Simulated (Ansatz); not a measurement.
# C on Pt(111): change of the work function, part 2 of 4

Aim: the work function of Pt(111) at several coverages of C (fcc site), and the dipole that each adsorbate carries.

Ansatz 0.2.0; plane-wave DFT, PBE, Ansatz PAW (set soft_1); PAW set soft_1.

So far, work function, upper face (eV): step 2 (the clean slab) 5.70.

## Step 3: The covered slab, k-mesh 4×4×1, coverage 0.111 ML

System of this step: Pt36C (C/Pt(111)). The cell holds 37 atoms: 36 Pt and 1 C. Its edges and angles: a = 8.316 Å, b = 8.316 Å, c = 26.391 Å, α = 90.0°, β = 90.0°, γ = 60.0°. Vacuum lies along c.

The clean slab as it ended is repeated in the plane and the adsorbate is set on one face; the cell's size fixes the coverage, and the k-mesh shrinks with it to keep the sampling density about even. Adsorbate and upper layers relax, since the dipole depends on the height.

Input file input.yaml:

```yaml
crystal:
  lattice:
    - [8.3155757468, 1.0e-10, 0.0]
    - [4.1577878733, 7.2014998438, 0.0]
    - [0.0, 0.0, 26.3905219343]
  atoms:
    - { symbol: Pt, position: [0.0, 0.0, 0.3410315272] }
    - { symbol: Pt, position: [0.1111111111, 0.1111111111, 0.4267900833] }
    - { symbol: Pt, position: [0.2222222222, 0.2222222222, 0.5141881274] }
    - { symbol: Pt, position: [0.0, 0.0, 0.6026750898] }
    - { symbol: Pt, position: [0.0, 0.3333333333, 0.3410315272] }
    - { symbol: Pt, position: [0.1111111111, 0.4444444444, 0.4267900833] }
    - { symbol: Pt, position: [0.2222222222, 0.5555555556, 0.5141881274] }
    - { symbol: Pt, position: [0.0, 0.3333333333, 0.6026750898] }
    - { symbol: Pt, position: [0.0, 0.6666666667, 0.3410315272] }
    - { symbol: Pt, position: [0.1111111111, 0.7777777778, 0.4267900833] }
    - { symbol: Pt, position: [0.2222222222, 0.8888888889, 0.5141881274] }
    - { symbol: Pt, position: [0.0, 0.6666666667, 0.6026750898] }
    - { symbol: Pt, position: [0.3333333333, 0.0, 0.3410315272] }
    - { symbol: Pt, position: [0.4444444444, 0.1111111111, 0.4267900833] }
    - { symbol: Pt, position: [0.5555555556, 0.2222222222, 0.5141881274] }
    - { symbol: Pt, position: [0.3333333333, 0.0, 0.6026750898] }
    - { symbol: Pt, position: [0.3333333333, 0.3333333333, 0.3410315272] }
    - { symbol: Pt, position: [0.4444444444, 0.4444444444, 0.4267900833] }
    - { symbol: Pt, position: [0.5555555556, 0.5555555556, 0.5141881274] }
    - { symbol: Pt, position: [0.3333333333, 0.3333333333, 0.6026750898] }
    - { symbol: Pt, position: [0.3333333333, 0.6666666667, 0.3410315272] }
    - { symbol: Pt, position: [0.4444444444, 0.7777777778, 0.4267900833] }
    - { symbol: Pt, position: [0.5555555556, 0.8888888889, 0.5141881274] }
    - { symbol: Pt, position: [0.3333333333, 0.6666666667, 0.6026750898] }
    - { symbol: Pt, position: [0.6666666667, 0.0, 0.3410315272] }
    - { symbol: Pt, position: [0.7777777778, 0.1111111111, 0.4267900833] }
    - { symbol: Pt, position: [0.8888888889, 0.2222222222, 0.5141881274] }
    - { symbol: Pt, position: [0.6666666667, 0.0, 0.6026750898] }
    - { symbol: Pt, position: [0.6666666667, 0.3333333333, 0.3410315272] }
    - { symbol: Pt, position: [0.7777777778, 0.4444444444, 0.4267900833] }
    - { symbol: Pt, position: [0.8888888889, 0.5555555556, 0.5141881274] }
    - { symbol: Pt, position: [0.6666666667, 0.3333333333, 0.6026750898] }
    - { symbol: Pt, position: [0.6666666667, 0.6666666667, 0.3410315272] }
    - { symbol: Pt, position: [0.7777777778, 0.7777777778, 0.4267900833] }
    - { symbol: Pt, position: [0.8888888889, 0.8888888889, 0.5141881274] }
    - { symbol: Pt, position: [0.6666666667, 0.6666666667, 0.6026750898] }
    - { symbol: C, position: [0.1111111111, 0.1111111111, 0.6589684728] }
kpoints:
  mp_grid: { grid: [4, 4, 1] }
hamiltonian:
  xc: pbe
  pseudopotentials: { kind: paw, azcp: { folder: soft_1 } }
scf:
  occupations: { method: fermi_dirac, width: 0.1 }
  convergence: { dr2_threshold: 1.0e-08 }
efield:
  axis: 3
  dipole_correction: true
  ramp_position: 0.97
  ramp_width: 0.06
relax:
  f_tol: 0.02
  max_steps: 60
  constraints:
    - { sites: [0, 1, 4, 5, 8, 9, 12, 13, 16, 17, 20, 21, 24, 25, 28, 29, 32, 33] }
output:
  write_potential: true
  write_density: true
  volumetric_format: npy
```

Started as:

```console
$ ansatz run input.yaml --threads 4 --pin off --max-ram 16384MiB --backend cpu --events-out ev --progress --plain --runs-dir out
```

The program printed:

```text
[...]
Crystal: 37 atoms, lattice volume = 1580.386 Å³
Basis set: ecut = 420 eV, 30809 PW (Γ), exchange–correlation on 120×120×360 points (8 copies of the dense FFT grid, shifted against one another)
Bands: 392, of which v1, the nominal top of the filled ones, is band 326 counted from 1 (325 counted from 0)
Symmetry: 6 space group operations
[...]
k-points: 4 of 16 (time reversal used)
[...]
SCF iter   1: F=—  HF=-451142.971823 eV  |F-HF|=—  |Δ(HF+E_count)|=         —  Δρ=5.70e-2  dr2=7.29e1  ethr=3.10e-3  p=0.000 e·Å  D=1.92e-7 V/Å  ΔV_dip=-0.00 eV  dr2_dipole=1.14e0  V_vac-E_F(+/−)=4.68/4.68 eV  ⟨swp⟩=7.5  Hψ=6581  notcnv=0  defer=56
[...]
SCF iter  14: F=-451128.848662 eV  HF=-451128.848662 eV  |F-HF|=2.04e-8  |Δ(HF+E_count)|=   3.16e-8  Δρ=4.42e-7  dr2=6.99e-9  ethr=1.53e-12  p=-0.071 e·Å  D=-8.12e-3 V/Å  ΔV_dip=0.21 eV  dr2_dipole=1.15e-10  V_vac-E_F(+/−)=5.90/5.69 eV  ⟨swp⟩=9.8  Hψ=10499  notcnv=0
SCF 1 converged in 14 iterations: F = -451128.848662 eV  dr2 = 6.99e-9
[...]
relax step   1: F+E_penalty+E_count = -451128.84866191 eV  Δ(F+E_penalty+E_count) = +0.000e0 eV  max|allowed force component| = 3.807e0 eV/Å  Δτ_max = 0.0000 Å  (14 SCF iters, accepted)
[...]
SCF iter  13: F=-451129.713241 eV  HF=-451129.713241 eV  |F-HF|=1.22e-8  |Δ(HF+E_count)|=   2.63e-8  Δρ=3.26e-7  dr2=3.92e-9  ethr=1.53e-12  p=-0.050 e·Å  D=-5.75e-3 V/Å  ΔV_dip=0.15 eV  dr2_dipole=2.07e-12  V_vac-E_F(+/−)=5.84/5.69 eV  ⟨swp⟩=9.0  Hψ=9552  notcnv=0
SCF 2 converged in 13 iterations: F = -451129.713241 eV  dr2 = 3.92e-9
[...]
relax step   2: F+E_penalty+E_count = -451129.71324102 eV  Δ(F+E_penalty+E_count) = -8.646e-1 eV  max|allowed force component| = 2.267e0 eV/Å  Δτ_max = 0.1902 Å  (13 SCF iters, accepted)
SCF iter   1: F=—  HF=-451130.012775 eV  |F-HF|=—  |Δ(HF+E_count)|=         —  Δρ=3.86e-3  dr2=2.39e-1  ethr=3.26e-4  p=-0.050 e·Å  D=-5.75e-3 V/Å  ΔV_dip=0.15 eV  dr2_dipole=3.85e-3  V_vac-E_F(+/−)=5.84/5.69 eV  ⟨swp⟩=4.0  Hψ=4306  notcnv=0  defer=138
[...]
SCF iter  12: F=-451129.945368 eV  HF=-451129.945368 eV  |F-HF|=2.12e-8  |Δ(HF+E_count)|=   4.17e-8  Δρ=3.67e-7  dr2=5.95e-9  ethr=1.53e-12  p=-0.016 e·Å  D=-1.78e-3 V/Å  ΔV_dip=0.05 eV  dr2_dipole=3.62e-10  V_vac-E_F(+/−)=5.73/5.69 eV  ⟨swp⟩=9.0  Hψ=9602  notcnv=0
SCF 3 converged in 12 iterations: F = -451129.945368 eV  dr2 = 5.95e-9
relax step   3: F+E_penalty+E_count = -451129.94536801 eV  Δ(F+E_penalty+E_count) = -2.321e-1 eV  max|allowed force component| = 9.570e-1 eV/Å  Δτ_max = 0.1947 Å  (12 SCF iters, accepted)
[...]
relax step   4: F+E_penalty+E_count = -451130.02214672 eV  Δ(F+E_penalty+E_count) = -7.678e-2 eV  max|allowed force component| = 2.095e-1 eV/Å  Δτ_max = 0.0782 Å  (11 SCF iters, accepted)
[...]
relax step   5: F+E_penalty+E_count = -451130.04236060 eV  Δ(F+E_penalty+E_count) = -2.021e-2 eV  max|allowed force component| = 1.569e-1 eV/Å  Δτ_max = 0.0892 Å  (11 SCF iters, accepted)
SCF iter   1: F=—  HF=-451130.048457 eV  |F-HF|=—  |Δ(HF+E_count)|=         —  Δρ=5.50e-4  dr2=4.52e-3  ethr=4.85e-6  p=-0.004 e·Å  D=-5.14e-4 V/Å  ΔV_dip=0.01 eV  dr2_dipole=3.32e-4  V_vac-E_F(+/−)=5.69/5.68 eV  ⟨swp⟩=3.0  Hψ=2901  notcnv=0  defer=138
[...]
SCF iter   9: F=-451130.044851 eV  HF=-451130.044851 eV  |F-HF|=1.63e-8  |Δ(HF+E_count)|=   4.24e-8  Δρ=4.03e-7  dr2=7.36e-9  ethr=1.53e-12  p=-0.004 e·Å  D=-4.84e-4 V/Å  ΔV_dip=0.01 eV  dr2_dipole=7.42e-11  V_vac-E_F(+/−)=5.69/5.68 eV  ⟨swp⟩=7.2  Hψ=10231  notcnv=0
SCF 6 converged in 9 iterations: F = -451130.044851 eV  dr2 = 7.36e-9
relax step   6: F+E_penalty+E_count = -451130.04485118 eV  Δ(F+E_penalty+E_count) = -2.491e-3 eV  max|allowed force component| = 1.080e-2 eV/Å  Δτ_max = 0.0125 Å  (9 SCF iters, accepted)
NSCF: frozen V_eff on 4 k-points
[...]
SCF converged after 9 iterations
Free energy (F): -451130.044851 eV
[...]
Internal energy: -451128.156092 eV  (E = F + TS)
E sigma→0 (E₀):  -451129.100472 eV
Entropy (-TS):   -1.888759 eV (-51.048 meV/atom)
Fermi energy:    4.338095 eV
Dipole field:    D = -0.000480 V/Å  (p = -0.004195 e·Å, saw-weighted, corrected)
Work function:   Φ+ = 5.6897 eV   Φ− = 5.6770 eV
[...]
--- Forces (eV/Å), atoms counted from 1 ---
  atom   1  Pt     0.00260991     0.00150683    -0.48194081
  atom   2  Pt     0.00000000    -0.00000000     0.64883201
  atom   3  Pt     0.00250945     0.00144883     0.00090726
  atom   4  Pt    -0.00276017    -0.00159359    -0.01080033
  atom   5  Pt     0.00000000    -0.00301367    -0.48194081
  atom   6  Pt    -0.05826945     0.04261300     0.48563304
  atom   7  Pt    -0.00054257     0.00031325     0.00095505
  atom   8  Pt    -0.00000000     0.00318717    -0.01080033
  atom   9  Pt    -0.01182555     0.00682748    -0.48935816
  atom  10  Pt    -0.06603867     0.02915633     0.48563304
  atom  11  Pt     0.00000000    -0.00289766     0.00090726
  atom  12  Pt     0.00519522    -0.00299946     0.00383710
  atom  13  Pt    -0.00260991     0.00150683    -0.48194081
  atom  14  Pt     0.00776922    -0.07176933     0.48563304
  atom  15  Pt     0.00000000    -0.00062650     0.00095505
  atom  16  Pt     0.00276017    -0.00159359    -0.01080033
  atom  17  Pt     0.00588485     0.00339762    -0.49513120
  atom  18  Pt     0.00000000    -0.00000000     0.37510186
  atom  19  Pt     0.00054257     0.00031325     0.00095505
  atom  20  Pt    -0.00034404    -0.00019863     0.00031597
  atom  21  Pt     0.00000000    -0.00679524    -0.49513120
  atom  22  Pt     0.06603867     0.02915633     0.48563304
  atom  23  Pt     0.00211441    -0.00122075     0.00111418
  atom  24  Pt    -0.00000000     0.00039726     0.00031597
  atom  25  Pt     0.00000000    -0.01365497    -0.48935816
  atom  26  Pt    -0.00776922    -0.07176933     0.48563304
  atom  27  Pt    -0.00250945     0.00144883     0.00090726
  atom  28  Pt    -0.00000000     0.00599892     0.00383710
  atom  29  Pt    -0.00588485     0.00339762    -0.49513120
  atom  30  Pt     0.05826945     0.04261300     0.48563304
  atom  31  Pt    -0.00000000     0.00244151     0.00111418
  atom  32  Pt     0.00034404    -0.00019863     0.00031597
  atom  33  Pt     0.01182555     0.00682748    -0.48935816
  atom  34  Pt     0.00000000    -0.00000000     0.46508707
  atom  35  Pt    -0.00211441    -0.00122075     0.00111418
  atom  36  Pt    -0.00519522    -0.00299946     0.00383710
  atom  37  C     -0.00000000     0.00000000     0.00747157
  max |Σ_I F_I| component: 1.21e-5 eV/Å
--- Band table (eV) ---
  k-point 0: bands = [... 322 lower, 3.9495, 3.9619, 3.9619, 3.9902, 3.9902, 4.0038, 4.0240, 4.0240, ... 62 higher]
  k-point 1: bands = [... 322 lower, 4.1870, 4.1912, 4.2194, 4.2449, 4.2551, 4.3289, 4.3537, 4.3804, ... 62 higher]
  k-point 2: bands = [... 322 lower, 4.2965, 4.3032, 4.3139, 4.3448, 4.5237, 4.5480, 4.5509, 4.6204, ... 62 higher]
  k-point 3: bands = [... 322 lower, 4.2948, 4.3309, 4.3348, 4.3868, 4.4290, 4.4356, 4.4758, 4.4987, ... 62 higher]
--- Relaxed structure (6 steps of the walk, 6 accepted, 0 SCFs on fresh bases) ---
  F+E_penalty+E_count = -451130.04485118 eV   max|allowed force component| = 1.080e-2 eV/Å
  atoms:
    - { symbol: Pt, position: [1.111111e-11, 1.111111e-11, 0.341032] }
    - { symbol: Pt, position: [0.111111, 0.111111, 0.426790] }
    - { symbol: Pt, position: [0.221558, 0.221558, 0.514868] }
    - { symbol: Pt, position: [-0.00701472, -0.00701472, 0.608164] }
    - { symbol: Pt, position: [1.111111e-11, 0.333333, 0.341032] }
    - { symbol: Pt, position: [0.111111, 0.444444, 0.426790] }
    - { symbol: Pt, position: [0.221772, 0.555781, 0.513717] }
    - { symbol: Pt, position: [-0.00701472, 0.347363, 0.608164] }
    - { symbol: Pt, position: [-2.222222e-11, 0.666667, 0.341032] }
    - { symbol: Pt, position: [0.111111, 0.777778, 0.426790] }
    - { symbol: Pt, position: [0.221558, 0.890218, 0.514868] }
    - { symbol: Pt, position: [0.000770595, 0.666281, 0.603230] }
    - { symbol: Pt, position: [0.333333, 1.111111e-11, 0.341032] }
    - { symbol: Pt, position: [0.444444, 0.111111, 0.426790] }
    - { symbol: Pt, position: [0.555781, 0.221772, 0.513717] }
    - { symbol: Pt, position: [0.347363, -0.00701472, 0.608164] }
    - { symbol: Pt, position: [0.333333, 0.333333, 0.341032] }
    - { symbol: Pt, position: [0.444444, 0.444444, 0.426790] }
    - { symbol: Pt, position: [0.555781, 0.555781, 0.513717] }
    - { symbol: Pt, position: [0.335416, 0.335416, 0.601872] }
    - { symbol: Pt, position: [0.333333, 0.666667, 0.341032] }
    - { symbol: Pt, position: [0.444444, 0.777778, 0.426790] }
    - { symbol: Pt, position: [0.553801, 0.889766, 0.515269] }
    - { symbol: Pt, position: [0.335416, 0.662502, 0.601872] }
    - { symbol: Pt, position: [0.666667, -2.222220e-11, 0.341032] }
    - { symbol: Pt, position: [0.777778, 0.111111, 0.426790] }
    - { symbol: Pt, position: [0.890218, 0.221558, 0.514868] }
    - { symbol: Pt, position: [0.666281, 0.000770595, 0.603230] }
    - { symbol: Pt, position: [0.666667, 0.333333, 0.341032] }
    - { symbol: Pt, position: [0.777778, 0.444444, 0.426790] }
    - { symbol: Pt, position: [0.889766, 0.553801, 0.515269] }
    - { symbol: Pt, position: [0.662502, 0.335416, 0.601872] }
    - { symbol: Pt, position: [0.666667, 0.666667, 0.341032] }
    - { symbol: Pt, position: [0.777778, 0.777778, 0.426790] }
    - { symbol: Pt, position: [0.889766, 0.889766, 0.515269] }
    - { symbol: Pt, position: [0.666281, 0.666281, 0.603230] }
    - { symbol: C, position: [0.111111, 0.111111, 0.640441] }
```

Elapsed: 17 min, on 4 threads of Arm Neoverse V1, shared host; peak memory 10 GiB; 49 min of CPU time.

Relaxation path:

```
step  energy less that of the first step (eV)  largest force component (eV/Å)
   1                                   0.0000                          3.8073
   2                                  -0.8646                          2.2673
   3                                  -1.0967                          0.9570
   4                                  -1.1735                          0.2095
   5                                  -1.1937                          0.1569
   6                                  -1.1962                          0.0108
```

The run keeps the 6 symmetry operations that the program found, so distortions that break them were not tested.

The atoms that moved most (Å):

```
atom      dx      dy      dz  length
 C37   0.000   0.000  -0.489   0.489
Pt16   0.087  -0.051   0.145   0.177
 Pt4  -0.087  -0.051   0.145   0.177
 Pt8   0.000   0.101   0.145   0.177
Pt24   0.000  -0.030  -0.021   0.037
Pt20   0.026   0.015  -0.021   0.037
Pt32  -0.026   0.015  -0.021   0.037
Pt35   0.011   0.006   0.029   0.031
```

Final coordinates:

```
Pt C
1.0
     8.31558    0.00000    0.00000
     4.15779    7.20150    0.00000
     0.00000    0.00000   26.39052
Pt C
36 1
Direct
  0.00000 0.00000 0.34103
  0.11111 0.11111 0.42679
  0.22156 0.22156 0.51487
  0.99299 0.99299 0.60816
  0.00000 0.33333 0.34103
  0.11111 0.44444 0.42679
  0.22177 0.55578 0.51372
  0.99299 0.34736 0.60816
  0.00000 0.66667 0.34103
  0.11111 0.77778 0.42679
  0.22156 0.89022 0.51487
  0.00077 0.66628 0.60323
  0.33333 0.00000 0.34103
  0.44444 0.11111 0.42679
  0.55578 0.22177 0.51372
  0.34736 0.99299 0.60816
  0.33333 0.33333 0.34103
  0.44444 0.44444 0.42679
  0.55578 0.55578 0.51372
  0.33542 0.33542 0.60187
  0.33333 0.66667 0.34103
  0.44444 0.77778 0.42679
  0.55380 0.88977 0.51527
  0.33542 0.66250 0.60187
  0.66667 0.00000 0.34103
  0.77778 0.11111 0.42679
  0.89022 0.22156 0.51487
  0.66628 0.00077 0.60323
  0.66667 0.33333 0.34103
  0.77778 0.44444 0.42679
  0.88977 0.55380 0.51527
  0.66250 0.33542 0.60187
  0.66667 0.66667 0.34103
  0.77778 0.77778 0.42679
  0.88977 0.88977 0.51527
  0.66628 0.66628 0.60323
  0.11111 0.11111 0.64044
```

This step gave:

```yaml
energy_at_zero_smearing: -451129.1005 eV
work_function_upper_face: 5.690 eV
dipole_along_the_normal: -0.004195 e·Å
```

Running mean over 2.263 Å of the planar mean; the ramp of the sawtooth is left out. Electron's electrostatic potential energy less the Fermi level against z:

```
z (Å)  electron's electrostatic potential energy less the Fermi level (eV)
  3.5                                                                 5.68
  4.0                                                                 5.68
  4.5                                                                 5.68
  5.0                                                                 5.67
  5.5                                                                 5.66
  6.0                                                                 5.62
  6.5                                                                 5.42
  7.0                                                                 4.60
  7.5                                                                 1.18
  8.0                                                                -4.86
  8.5                                                                -9.86
  9.0                                                                -11.5
  9.5                                                                -11.8
 10.0                                                                -11.9
 10.5                                                                -12.0
 11.0                                                                -12.1
 11.5                                                                -12.0
 12.0                                                                -11.6
 12.5                                                                -11.4
 13.0                                                                -11.7
 13.5                                                                -11.9
 14.0                                                                -11.6
 14.5                                                                -10.9
 15.0                                                                -10.8
 15.5                                                                -11.5
 16.0                                                                -11.9
 16.5                                                                -10.1
 17.0                                                                -4.91
 17.5                                                                 1.05
 18.0                                                                 4.38
 18.5                                                                 5.37
 19.0                                                                 5.62
 19.5                                                                 5.67
 20.0                                                                 5.69
 20.5                                                                 5.69
 21.0                                                                 5.69
 21.5                                                                 5.69
 22.0                                                                 5.69
 22.5                                                                 5.69
 23.0                                                                 5.69
```

The relaxation took 6 steps and lowered the energy by 1.2 eV; the largest force on the free atoms ends at 0.011 eV/Å.

The covered face has 5.69 eV, -0.01 eV against the clean one; the bare back face has moved by +0.00 eV, a measure of how thin the slab is.

[end of part 2 of 4]

[Long decimals in the printed logs are rounded to 6 places.]

[Logs are printed without paths, hosts, clocks, repeated set-up lines and the standing remarks that a program may print on its own settings, such as how far it seeks lower states.]

[Hosts, paths, dates, database ids (printed as entryN), source tags and the programs' standing remarks are cut or masked in the printed files.]

[Maps of the electrostatic potential energy from Ansatz leave out the sawtooth potential of an applied field or a dipole correction, so their vacuum need not be flat; planar profiles and work functions include it.]
